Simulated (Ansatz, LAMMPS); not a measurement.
# Gap against volume in amorphous 62In2O3-38SiO2 (mol %) (89 atoms)

Density of this cell: 5.88 g/cm³. The cell holds 89 atoms: 26 In, 8 Si and 55 O. Cell: a = 10.323 Å, b = 10.524 Å, c = 10.638 Å, α = 89.2°, β = 91.3°, γ = 91.6°. The starting structure: 89 atoms (26 Sc, 8 Si, 55 O) placed at random at 3.2 g/cm³, melted at 5000 K for 10 ps at fixed volume with the Morse and Coulomb pair potential with partial charges (Pedone, Malavasi, Menziani, Cormack and Segre, J. Phys. Chem. B 110, 11780 (2006)). Quenched from 5000 K to 300 K at 50 K/ps and fixed volume, held 10 ps at zero pressure, then minimised at fixed cell. Then Sc was replaced by In and the cell scaled by 1.031 (the potential has no terms for the new elements, so the cell is a start for a DFT relaxation).

Calculated with Ansatz 0.2.0: Kohn-Sham DFT, r2SCAN, PAW (set soft_1), plane waves; cutoff 500 eV, Γ point, gaussian smearing of 0.025 eV. The relaxed cell was scaled evenly and the atoms were relaxed at each volume. The gap is that between the highest filled and the lowest empty Kohn-Sham level on the run's k-points.

| volume (Å³/atom) | gap (eV) |
| --- | --- |
| 11.678 | 1.802 |
| 12.197 | ? |
| 12.586 | 1.654 |
| 12.975 | 1.620 |
| 13.365 | 1.499 |
| 13.754 | 1.397 |

Task: Fit a straight line in ln V to the rows given and interpolate to the withheld row.

**Working.**

A volume deformation potential makes the spacing linear in u = ln(V/V0), with V0 = 12.975 Å³ the relaxed volume; v is the spacing.

| u = ln(V/V0) | v (eV) |
| --- | --- |
| -0.105361 | 1.8024 |
| -0.0304584 | 1.6542 |
| 0 | 1.6203 |
| 0.0295589 | 1.4994 |
| 0.0582685 | 1.397 |

With n = 5: mean u = -0.00959839, mean v = 1.59466, Σ(u − ū)² = 0.015837, Σ(u − ū)(v − v̄) = -0.038034. Slope b = -0.038034 / 0.015837 = -2.4016; intercept a = v̄ − b ū = 1.5716.

At the withheld volume u = -0.06188, and v = a + b u.

Prediction at 12.197: 1.720 eV. The run gave 1.650 eV, so the fit is high by 0.070 eV (4.2 % of the value).

The rows follow a line only loosely (correlation 0.96 in size over all rows, under the 0.97 asked here), so the slope of -2.40 eV is a mean trend and no deformation potential. Among the rows given, the largest miss of the fit is at 12.975, by 0.049 eV (12 % of the range of the table).

Limits: The table spans 16 % in volume, wide for a linear law. Semilocal functionals tend to put gaps under measured ones. Only the Γ point is sampled. Atoms move by up to 1.4 Å in these relaxations, so the structure changes along the series. Defect or tail levels can set the spacing of a disordered cell.

[Hosts, paths, dates, database ids (printed as entryN), source tags and the programs' standing remarks are cut or masked in the printed files.]
